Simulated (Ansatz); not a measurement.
Planning a run of Ansatz 0.2.0 on MoSi2N4/MoSi2N4 (MoSi2N4 type bilayer). The input:

```yaml
crystal:
  lattice:
    - [2.91, 0.0, 0.0]
    - [-1.455, 2.520133925, 0.0]
    - [0.0, 0.0, 61.4]
  atoms:
    - { symbol: Mo, position: [0.0, 0.0, 0.417752443] }
    - { symbol: "N", position: [0.3333333333, 0.6666666667, 0.4381107492] }
    - { symbol: "N", position: [0.3333333333, 0.6666666667, 0.3973941368] }
    - { symbol: Si, position: [0.3333333333, 0.6666666667, 0.4666123779] }
    - { symbol: Si, position: [0.3333333333, 0.6666666667, 0.3688925081] }
    - { symbol: "N", position: [0.6666666667, 0.3333333333, 0.4747557003] }
    - { symbol: "N", position: [0.6666666667, 0.3333333333, 0.3607491857] }
    - { symbol: Mo, position: [0.3333333333, 0.6666666667, 0.582247557] }
    - { symbol: "N", position: [0.0, 0.0, 0.6026058632] }
    - { symbol: "N", position: [0.0, 0.0, 0.5618892508] }
    - { symbol: Si, position: [0.0, 0.0, 0.6311074919] }
    - { symbol: Si, position: [0.0, 0.0, 0.5333876221] }
    - { symbol: "N", position: [0.6666666667, 0.3333333333, 0.6392508143] }
    - { symbol: "N", position: [0.6666666667, 0.3333333333, 0.5252442997] }
  periodic: [true, true, false]
kpoints:
  mp_grid: { grid: [9, 9, 1] }
hamiltonian:
  xc: pbe
  dispersion: d3bj
  pseudopotentials: { kind: paw, azcp: { folder: soft_1 } }
scf:
  occupations: { method: fermi_dirac, width: 0.02 }
relax:
  f_tol: 0.01
  max_steps: 100
  cell: {}
```

```sh
ansatz run input.yaml --threads 8 --pin off --max-ram 17510MiB --backend cpu --events-out ev --progress --plain --runs-dir out
```

Estimate wall time and host memory on 8 threads of Arm Neoverse V2, shared host.

It took 28 s; on shared hardware allow 14 s to 56 s. Peak host memory was 1.5 GiB. The sizes that set the cost: 8689 plane waves a state, 12 irreducible k points and 93 SCF cycles.

[Paths, hosts, dates, memory and timing lines, banners, echoed tables and standing remarks are left out of the program output.]

[Logs are printed without paths, hosts, clocks, repeated set-up lines and the standing remarks that a program may print on its own settings, such as how far it seeks lower states.]

[Runs of the session that timed out or met a known fault of the program may be left out.]

[Cells called generated may have been cut or substituted from an entry of the Crystallography Open Database or the Materials Project.]

[Hosts, paths, dates, database ids (printed as entryN), source tags and the programs' standing remarks are cut or masked in the printed files.]
